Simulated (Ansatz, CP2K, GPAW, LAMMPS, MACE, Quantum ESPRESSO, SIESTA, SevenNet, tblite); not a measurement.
# GPAW runs on amorphous Cd8Zn24Te9S23 (64 atoms)

How do the settings of GPAW change the result for amorphous Cd8Zn24Te9S23 (64 atoms)? A plane-wave run serves as the yardstick.

Main program and level: GPAW 26.7.0; the method is named at each step.

## 1. The structure

The cell holds 64 atoms: 8 Cd, 24 Zn, 9 Te and 23 S. Its edges and angles: a = 11.623 Å, b = 11.623 Å, c = 11.623 Å, α = 90.0°, β = 90.0°, γ = 90.0°. 64 atoms (8 Cd, 24 Zn, 9 Te, 23 S) placed at random at 4.61 g/cm³, melted at 2500 K for 10 ps at fixed volume with the Stillinger-Weber II-VI potential (Zhou et al., Phys. Rev. B 88, 085309 (2013)). Quenched from 2500 K to 300 K at 100 K/ps and fixed volume, held 5 ps.

The yardstick, on the same geometry:

| Property | Result |
| --- | --- |
| method | Kohn-Sham DFT, PBE, SSSP efficiency 1.3.0 pseudopotentials, plane waves (Quantum ESPRESSO 7.5); sssp-pbe-1.3.0-efficiency, cutoffs 45/360 Ry, Γ point |
| r.m.s. force component | 0.4537 eV/Å |
| longest force | 1.653 eV/Å |
| pressure | -1.234 GPa |
| time | 5.2 min on 4 MPI ranks of Arm Neoverse V2, shared host |
| CPU time | 21 min |

## 2. PBE, LCAO dzp, h 0.2 Å

Method: Kohn-Sham DFT, PBE, PAW, atomic orbitals (dzp).

File run.py:

```python
import numpy as np
from ase.io import read
from gpaw import GPAW, FermiDirac

atoms = read("structure.xyz")
atoms.calc = GPAW(
    mode="lcao",
    basis="dzp",
    h=0.2,
    xc="PBE",
    kpts={"size": (1, 1, 1), "gamma": True},
    occupations=FermiDirac(0.05),
    maxiter=200,
    symmetry={"point_group": False},
    txt="gpaw.txt",
)
energy = atoms.get_potential_energy(force_consistent=True)
forces = atoms.get_forces()
print(f"energy {energy:.6f} eV")
print("forces (eV/A)")
for i, (a, f) in enumerate(zip(atoms, forces)):
    print(f"{i:4d} {a.symbol:2s} {f[0]:10.5f} {f[1]:10.5f} {f[2]:10.5f}")
print(f"Fermi level {atoms.calc.get_fermi_level():.4f} eV")
for k in range(len(atoms.calc.get_ibz_k_points())):
    for s in range(atoms.calc.get_number_of_spins()):
        e = atoms.calc.get_eigenvalues(kpt=k, spin=s)
        n = np.searchsorted(e, atoms.calc.get_fermi_level())
        print(f"k {k} spin {s} levels about the Fermi level:", np.round(e[max(n - 6, 0):n], 4).tolist(), "|", np.round(e[n:n + 6], 4).tolist())
```

File structure.xyz:

```xyz
64
Lattice="11.62280 0.00000 0.00000 0.00000 11.62280 0.00000 0.00000 0.00000 11.62280" Properties=species:S:1:pos:R:3 pbc="T T T"
Cd 1.48423 7.78239 11.29074
Cd 10.00746 9.61380 10.49190
Cd 11.15870 1.39346 8.19094
Cd 3.04250 3.54902 9.32137
Cd 6.06861 6.65161 8.71815
Cd 9.82859 6.28247 7.93151
Cd 0.08833 4.15190 11.31991
Cd 1.80816 1.05965 3.84959
Zn 6.92428 4.13167 10.73110
Zn 6.59466 6.19077 2.53261
Zn 7.19393 7.55947 5.25548
Zn 1.14764 6.78446 3.66885
Zn 5.78316 1.14275 3.66664
Zn 3.18430 0.26163 7.08084
Zn 10.57605 10.92206 5.16076
Zn 5.76979 8.21627 11.15126
Zn 11.25575 9.98317 2.50808
Zn 1.52119 0.39576 11.30434
Zn 7.08561 2.20589 7.94291
Zn 3.62957 6.13800 2.22902
Zn 9.24745 3.82193 4.35506
Zn 0.40436 9.27906 7.50066
Zn 10.34336 7.90629 4.49454
Zn 3.54856 9.87950 2.19264
Zn 7.62084 10.10428 2.27993
Zn 4.20757 4.50616 5.29151
Zn 5.41541 0.52349 11.33537
Zn 3.55751 10.15356 9.02487
Zn 7.40059 10.18587 8.06983
Zn 3.76218 3.31413 1.46180
Zn 9.08949 1.47261 0.29092
Zn 9.49966 6.68299 1.50817
Te 5.29674 4.14655 7.75287
Te 9.33753 5.44796 10.75179
Te 5.85963 0.44643 6.43740
Te 0.16597 3.50323 3.91491
Te 7.74369 2.54830 2.55504
Te 9.37425 3.32342 7.10246
Te 1.32047 5.94239 9.25338
Te 2.97544 8.58111 4.44386
Te 3.55600 7.86561 7.63467
S 5.78595 10.27037 9.90495
S 1.60522 10.69797 5.67936
S 5.91659 4.30718 1.34813
S 11.59177 7.78402 1.74377
S 9.47723 10.86639 1.01130
S 3.87330 2.57608 3.72592
S 0.00883 7.15314 6.39893
S 3.43744 1.83733 11.22239
S 3.71023 8.00730 0.79698
S 1.58767 4.74175 1.79549
S 8.58042 9.70655 4.45572
S 1.32372 9.95051 9.92448
S 1.63045 11.18102 1.84291
S 4.96863 6.63313 4.41701
S 1.85570 2.24599 7.42313
[... 4 atom lines left out ...]
S 1.72680 4.77778 5.75026
S 8.76313 6.18124 3.90677
S 11.25622 1.69007 10.76632
S 7.27239 1.83687 10.42751
```

Launch:

```
OMP_NUM_THREADS=1 python run.py > output.txt
```

What it wrote:

```text
energy -161.446921 eV
forces (eV/A)
   0 Cd   -0.00272   -0.18224   -0.31385
   1 Cd    0.16328   -0.15357   -0.43390
   2 Cd    0.17394   -0.14848   -0.16442
   3 Cd   -0.34993    0.05199   -0.23913
   4 Cd   -1.03992   -0.04880    1.10399
   5 Cd    0.06818   -0.51978    0.11220
   6 Cd    0.68686   -0.01671   -0.21029
   7 Cd   -0.31020    0.34510    0.38242
   8 Zn    0.07458    0.48379    0.42373
   9 Zn    0.03613    0.58169   -0.18056
  10 Zn    0.17987    0.53238   -0.07952
  11 Zn    0.21298   -0.57883    0.30654
  12 Zn   -0.20626    0.23468    0.39176
  13 Zn   -0.37534    0.54808    0.12943
  14 Zn   -0.00755   -0.14066   -0.11960
  15 Zn   -0.19235   -0.31879   -0.36755
  16 Zn   -0.12437    0.61683    0.01489
  17 Zn   -0.26755   -0.02606   -0.13033
  18 Zn    0.36740    0.19566    0.15283
  19 Zn   -0.11434   -0.15203   -0.60958
  20 Zn   -0.26238   -0.16632    0.49167
  21 Zn    0.00521   -0.07596    0.00357
  22 Zn   -0.25810    0.43473    0.53835
  23 Zn    0.06846   -0.04832   -0.06240
[...]
56 S    -0.49242   -0.56342    0.78078
  57 S     0.25163   -0.07495    0.00535
  58 S     0.31818    0.66284    0.21476
  59 S     0.15539    0.51225   -0.51914
  60 S     0.15642    0.20079   -1.49079
  61 S    -0.19297   -0.59142   -0.35268
  62 S    -0.26863    0.10565    0.33867
  63 S    -0.32599    0.03917   -0.23104
Fermi level 4.5987 eV
k 0 spin 0 levels about the Fermi level: [3.7135, 3.8316, 4.0217, 4.3111, 4.4825, 4.5563] | [4.6417, 4.7134, 4.8992, 4.9773, 5.1149, 5.1908]
```

gpaw.txt:

```text
Input parameters:
  mode=LCAO(),
  basis={'default': 'dzp'},
  h=0.2,
  kpts=MonkhorstPack(size=(1, 1, 1), gamma=True),
  maxiter=200,
  occupations=Occupations(name='fermi-dirac', width=0.05, fixmagmom=False),
  symmetry=Symmetry(point_group=False),
  xc=XC(name='PBE')
Unit cell  # Å
| periodic |         x |         y |         z |   lengths |    angles |
|----------|-----------|-----------|-----------|-----------|-----------|
|      yes | 11.622800 |  0.000000 |  0.000000 | 11.622800 | 90.000000 |
|      yes |  0.000000 | 11.622800 |  0.000000 | 11.622800 | 90.000000 |
|      yes |  0.000000 |  0.000000 | 11.622800 | 11.622800 | 90.000000 |
Number of symmetries: 1
Symmetry operations  # r_c * U_cc + t_c -> r_c
|   | kind |            matrix            |
|---|------|------------------------------|
| 0 |  E   |  1, 0, 0,  0, 1, 0,  0, 0, 1 |
BZ-sampling:
  Number of BZ points: 1
  Number of IBZ points: 1
  Monkhorst-Pack size: [1, 1, 1]
  Monkhorst-Pack shift: [0, 0, 0]
[... lines left out ...]
  Fermi-Dirac:
[... lines left out ...]
  name: PBE with 2 nearest neighbor stencil
interpolation: tri-quintic # 5. degree polynomial
Initialization done in: 10.410 s
convergence criteria:
- Maximum [total energy] change in last 3 cyles: 0.0005 eV / valence electron
- Maximum integral of absolute [dens]ity change: 0.0001 electrons / valence electron
- Maximum integral of absolute [eigenst]ate change: 4e-08 eV^2 / valence electron
maximum number of iterations: 200
SCF iterations
|iter     |      energy | eigst |  dens |
|---------|-------------|-------|-------|
|iter:   1| -167.924808 |      c|       |
|iter:   2| -165.954458 |      c| -1.31 |
|iter:   3| -170.334207 |      c| -1.35 |
|iter:   4| -163.348419 |      c| -1.44 |
|iter:   5| -162.125162 |      c| -1.64 |
|iter:   6| -162.122561 |      c| -1.83 |
|iter:   7| -161.522898 |      c| -1.95 |
|iter:   8| -161.409286 |      c| -2.25 |
|iter:   9| -161.362056c|      c| -2.55 |
|iter:  10| -161.356490c|      c| -2.79 |
|iter:  11| -161.353900c|      c| -3.16 |
|iter:  12| -161.354027c|      c| -3.45 |
|iter:  13| -161.353328c|      c| -3.62 |
|iter:  14| -161.353501c|      c| -3.81 |
|iter:  15| -161.353418c|      c| -4.08c|
Converged in 15 steps
SCF loop duration: 182.730 s (12.182 s/step)
Energy contributions relative to reference atoms: (reference = -4302898.194910)
Energy contributions:
  Kinetic:         298.189069
  Coulomb:        -240.261607
  Zero:              2.638046
  External:          0.000000
  Xc:             -221.825423
  Entropy:          -0.187006
  Spinorbit:         0.000000
  ----------------------------
  Free energy:    -161.446921
  Extrapolated:   -161.353418
dipole moment: (-37.488083, -12.466478, 105.450451)  # |e|*Ang
Fermi level: 4.599
Eigenvalues  # (at kpt = [0.000, 0.000, 0.000])
| band index |      eig [eV] | occ [0-2] |
|------------|---------------|-----------|
|          0 |        -9.648 |     2.000 |
|        ... |               |           |
|        280 |         3.393 |     2.000 |
|        281 |         3.643 |     2.000 |
[...]
|        295 |         5.636 |     0.000 |
|        ... |               |           |
|        349 |         9.405 |     0.000 |
Gap: 0.085 eV
Transition (v -> c):
  (s=0, k=0, n=287, [0.00, 0.00, 0.00]) -> (s=0, k=0, n=288, [0.00, 0.00, 0.00])
No difference between direct/indirect transitions
Force computation time: 30.565  # s
timing:  # [seconds]
  Total:  223.734  # ━━━━━━━━━━━━━━━━━━━━━━━━━━━━━━━━━━━━━━━━━━━━━━━━━━━━━━━━
  Init:    10.410  # ━━╸
  SCF:    182.730  # ━━━━━━━━━━━━━━━━━━━━━━━━━━━━━━━━━━━━━━━━━━━━━╸
  Forces:  30.565  # ━━━━━━━╸
```

Wall time 3.8 min (1 thread of Arm Neoverse V2, shared host); peak memory 1.8 GiB.

Banners, paths, timers and routine set-up lines are dropped from the logs unmarked, and long logs keep their key lines alone; longer cuts are marked.

Compared with the plane-wave run:

```
r.m.s. force component                  : 0.4655 eV/Å
r.m.s. difference of force components   : 45.65 meV/Å
longest difference of force vectors     : 219.5 meV/Å
force difference over r.m.s. force      : 10.06 %
slope of forces against the reference's : 1.021
correlation of force components         : 0.9954
```

Length of the force difference by element (eV/Å):

```tsv
element	atoms	mean	most
Cd	8	0.049	0.13
S	23	0.078	0.20
Te	9	0.094	0.22
Zn	24	0.043	0.100
```

A closer look about Cd3, one of the 8 Cd atoms: 11 atoms, nearest first, numbered in the order of the input, with positions taken from that point.

```tsv
atom	x	y	z	distance (Å)	bonds	Fx	Fy	Fz (eV/Å)
Cd3	0.00	0.00	0.00	0.00	4	0.17	-0.15	-0.16
S56	2.32	0.85	-0.77	2.59	3	0.24	-1.19	0.01
S63	0.10	0.30	2.58	2.59	4	-0.27	0.11	0.34
S59	-1.21	-2.39	-0.59	2.74	4	0.32	0.66	0.21
Te38	-1.78	1.93	-1.09	2.84	4	-0.44	0.45	-0.22
Zn15	-0.58	-2.09	-3.03	3.73	3	-0.01	-0.14	-0.12
Zn18	1.99	-1.00	3.11	3.82	4	-0.27	-0.03	-0.13
Zn22	0.87	-3.74	-0.69	3.90	4	0.01	-0.08	0.00
S53	1.79	-3.07	1.73	3.95	4	0.02	0.67	-0.31
Zn14	3.65	-1.13	-1.11	3.98	3	-0.38	0.55	0.13
S43	2.07	-2.32	-2.51	4.00	4	0.05	-0.13	-0.01
```

Atoms are counted from 1 here, from 0 in the log.

Forces lie 10 % from the reference's, at 0.18 times its CPU time (on 1 against 4 cores).

## 3. PBE, LCAO szp(dzp), h 0.2 Å

Method: Kohn-Sham DFT, PBE, PAW, atomic orbitals (szp(dzp)).

run.py, as its differences from that of step 2:

```diff
@@ -7,3 +7,3 @@
     mode="lcao",
-    basis="dzp",
+    basis="szp(dzp)",
     h=0.2,
```

structure.xyz is that of step 2.

What it wrote:

```text
energy -148.478673 eV
forces (eV/A)
   0 Cd    0.03354   -0.13172   -0.24720
   1 Cd    0.18472   -0.14724   -0.44843
   2 Cd    0.21315   -0.19171   -0.14335
   3 Cd   -0.33117   -0.01312   -0.26004
   4 Cd   -1.06394    0.00033    1.03094
   5 Cd    0.06469   -0.53976    0.06792
   6 Cd    0.68387   -0.05592   -0.20560
   7 Cd   -0.29404    0.26425    0.42094
   8 Zn   -0.01588    0.49720    0.46309
   9 Zn    0.01978    0.54544   -0.24072
  10 Zn    0.15064    0.66736    0.02754
  11 Zn    0.15534   -0.63038    0.33185
  12 Zn   -0.23682    0.17619    0.44249
  13 Zn   -0.39441    0.52309    0.20567
  14 Zn   -0.11685    0.01854   -0.12946
  15 Zn   -0.15102   -0.33907   -0.36957
  16 Zn   -0.08904    0.67219   -0.05267
  17 Zn   -0.27534   -0.02723   -0.09795
  18 Zn    0.38914    0.21137    0.20668
  19 Zn   -0.09299   -0.08264   -0.67639
  20 Zn   -0.34075   -0.10118    0.52334
  21 Zn    0.07910   -0.12559    0.02264
  22 Zn   -0.27492    0.37101    0.56709
  23 Zn    0.06319   -0.05171   -0.14181
[...]
56 S    -0.50383   -0.59404    0.80978
  57 S     0.25447   -0.07227    0.02362
  58 S     0.34192    0.76703    0.28038
  59 S     0.16767    0.44158   -0.48434
  60 S     0.12223    0.24750   -1.35084
  61 S    -0.16687   -0.65494   -0.32400
  62 S    -0.26103    0.17312    0.28615
  63 S    -0.30255    0.05105   -0.24945
Fermi level 4.7119 eV
k 0 spin 0 levels about the Fermi level: [3.7963, 3.9386, 4.1138, 4.4087, 4.5899, 4.6601] | [4.7673, 4.826, 5.0017, 5.1184, 5.2612, 5.3094]
```

gpaw.txt:

```text
Input parameters:
  mode=LCAO(),
  basis={'default': 'szp(dzp)'},
  h=0.2,
  kpts=MonkhorstPack(size=(1, 1, 1), gamma=True),
  maxiter=200,
  occupations=Occupations(name='fermi-dirac', width=0.05, fixmagmom=False),
  symmetry=Symmetry(point_group=False),
  xc=XC(name='PBE')
Unit cell  # Å
| periodic |         x |         y |         z |   lengths |    angles |
[... lines left out ...]
  Fermi-Dirac:
[... lines left out ...]
convergence criteria:
- Maximum [total energy] change in last 3 cyles: 0.0005 eV / valence electron
[... lines left out ...]
Converged in 15 steps
[... lines left out ...]
  Free energy:    -148.478673
  Extrapolated:   -148.390494
dipole moment: (-37.334962, -12.272585, 104.933453)  # |e|*Ang
Fermi level: 4.712
Eigenvalues  # (at kpt = [0.000, 0.000, 0.000])
| band index |      eig [eV] | occ [0-2] |
|------------|---------------|-----------|
|          0 |        -9.621 |     2.000 |
|        ... |               |           |
|        280 |         3.482 |     2.000 |
|        281 |         3.745 |     2.000 |
[...]
|        295 |         5.767 |     0.000 |
|        ... |               |           |
|        349 |         9.968 |     0.000 |
Gap: 0.107 eV
Transition (v -> c):
  (s=0, k=0, n=287, [0.00, 0.00, 0.00]) -> (s=0, k=0, n=288, [0.00, 0.00, 0.00])
No difference between direct/indirect transitions
Force computation time: 19.358  # s
timing:  # [seconds]
  Total:  157.082  # ━━━━━━━━━━━━━━━━━━━━━━━━━━━━━━━━━━━━━━━━━━━━━━━━━━━━━━━━
  Init:     8.664  # ━━━
  SCF:    129.030  # ━━━━━━━━━━━━━━━━━━━━━━━━━━━━━━━━━━━━━━━━━━━━━━
  Forces:  19.358  # ━━━━━━━
```

Wall time 2.6 min (1 thread); peak memory 1.7 GiB.

Compared with the plane-wave run:

- r.m.s. force component: 0.4731 eV/Å
- r.m.s. difference of force components: 69.72 meV/Å
- longest difference of force vectors: 336 meV/Å
- force difference over r.m.s. force: 15.37 %
- slope of forces against the reference's: 1.032
- correlation of force components: 0.9896

This is a coarse setting, run to see what it loses.

Against the first run (10 %), the force difference from the reference is 15 %, at 0.70 times the CPU time, with 672 basis functions against 1088: the smaller basis costs accuracy.

## 4. PBE, grid h 0.18 Å

Method: Kohn-Sham DFT, PBE, PAW, finite differences on a real-space grid.

run.py, as its differences from that of step 3:

```diff
@@ -3,2 +3,3 @@
 from gpaw import GPAW, FermiDirac
+from ase.parallel import parprint as print
 
@@ -6,5 +7,4 @@
 atoms.calc = GPAW(
-    mode="lcao",
-    basis="szp(dzp)",
-    h=0.2,
+    mode="fd",
+    h=0.18,
     xc="PBE",
@@ -14,2 +14,3 @@
     symmetry={"point_group": False},
+    nbands=429,
     txt="gpaw.txt",
```

structure.xyz is that of step 3.

Launch:

```
OMP_NUM_THREADS=1 mpirun -np 4 gpaw python run.py > output.txt
```

What it wrote:

```text
energy -179.386489 eV
forces (eV/A)
   0 Cd    0.02358   -0.18678   -0.31991
   1 Cd    0.18739   -0.08640   -0.39868
   2 Cd    0.16451   -0.09288   -0.14739
   3 Cd   -0.34218    0.06013   -0.26939
   4 Cd   -1.04387   -0.07394    0.93708
   5 Cd    0.06911   -0.49524    0.14119
   6 Cd    0.58043   -0.00720   -0.27354
   7 Cd   -0.32438    0.31180    0.37173
   8 Zn    0.10678    0.46670    0.39207
   9 Zn    0.07648    0.57409   -0.14453
  10 Zn    0.20480    0.51227   -0.08204
  11 Zn    0.22634   -0.58265    0.29662
  12 Zn   -0.17848    0.22697    0.40473
  13 Zn   -0.35509    0.56461    0.07005
  14 Zn   -0.03368   -0.17198   -0.09044
  15 Zn   -0.16565   -0.26582   -0.34322
  16 Zn   -0.12736    0.63640   -0.02313
  17 Zn   -0.25949   -0.02195   -0.12778
  18 Zn    0.33653    0.24408    0.13662
  19 Zn   -0.12786   -0.13185   -0.51789
  20 Zn   -0.22821   -0.20264    0.45305
  21 Zn    0.01880   -0.07352    0.00957
  22 Zn   -0.29893    0.38286    0.52615
  23 Zn    0.03970   -0.07510   -0.02958
[...]
56 S    -0.56291   -0.59429    0.82911
  57 S     0.24954   -0.09343   -0.05361
  58 S     0.37201    0.71694    0.19700
  59 S     0.14288    0.47982   -0.51281
  60 S     0.05111    0.04761   -1.67352
  61 S    -0.19453   -0.55721   -0.42793
  62 S    -0.25827    0.12155    0.25236
  63 S    -0.30422    0.04917   -0.27931
Fermi level 4.5494 eV
k 0 spin 0 levels about the Fermi level: [3.6768, 3.789, 3.9801, 4.2614, 4.4344, 4.5088] | [4.5902, 4.6638, 4.8456, 4.9343, 5.0576, 5.1429]
```

gpaw.txt:

```text
Input parameters:
  mode=FD(),
  h=0.18,
  kpts=MonkhorstPack(size=(1, 1, 1), gamma=True),
  maxiter=200,
  nbands=429,
  occupations=Occupations(name='fermi-dirac', width=0.05, fixmagmom=False),
  symmetry=Symmetry(point_group=False),
  xc=XC(name='PBE')
Diagonalizing LCAO Hamiltonian
Converting LCAO to fd mode
        .----------------------------.
       /|                            |
[... lines left out ...]
  Converge bands: occupied
[... lines left out ...]
  Fermi-Dirac:
[... lines left out ...]
convergence criteria:
- Maximum [total energy] change in last 3 cyles: 0.0005 eV / valence electron
[... lines left out ...]
Converged in 43 steps
[... lines left out ...]
  Coulomb:        -263.161545
  Zero:              5.733614
  External:          0.000000
  Xc:             -220.292727
  Entropy:          -0.189030
  Spinorbit:         0.000000
  ----------------------------
  Free energy:    -179.386489
  Extrapolated:   -179.291974
dipole moment: (-37.339818, -12.680245, 105.487458)  # |e|*Ang
Fermi level: 4.549
Eigenvalues  # (at kpt = [0.000, 0.000, 0.000])
| band index |      eig [eV] | occ [0-2] |
|------------|---------------|-----------|
|          0 |        -9.647 |     2.000 |
|        ... |               |           |
|        280 |         3.359 |     2.000 |
|        281 |         3.592 |     2.000 |
[...]
|        295 |         5.570 |     0.000 |
|        ... |               |           |
|        428 |        13.466 |     0.000 |
Gap: 0.081 eV
Transition (v -> c):
  (s=0, k=0, n=287, [0.00, 0.00, 0.00]) -> (s=0, k=0, n=288, [0.00, 0.00, 0.00])
No difference between direct/indirect transitions
Force computation time: 7.904  # s
```

It took 17 min on 4 MPI ranks; peak memory 5.1 GiB; 68 min of CPU time.

Compared with the plane-wave run:

- r.m.s. force component: 0.4524 eV/Å
- r.m.s. difference of force components: 21.61 meV/Å
- longest difference of force vectors: 76.16 meV/Å
- force difference over r.m.s. force: 4.762 %
- slope of forces against the reference's: 0.9959
- correlation of force components: 0.9989

Against the first run (10 %), the force difference from the reference is 4.8 %, at 18 times the CPU time (on 4 against 1 cores) (43 SCF steps against 15).

(Continued in part 2 of 2.)

[Also dropped from logs without a mark: logging warnings of Python, and SIESTA's first energy breakdown and zero terms.]

[Logs are printed without paths, hosts, clocks, repeated set-up lines and the standing remarks that a program may print on its own settings, such as how far it seeks lower states.]

[Hosts, paths, dates, database ids (printed as entryN), source tags and the programs' standing remarks are cut or masked in the printed files.]
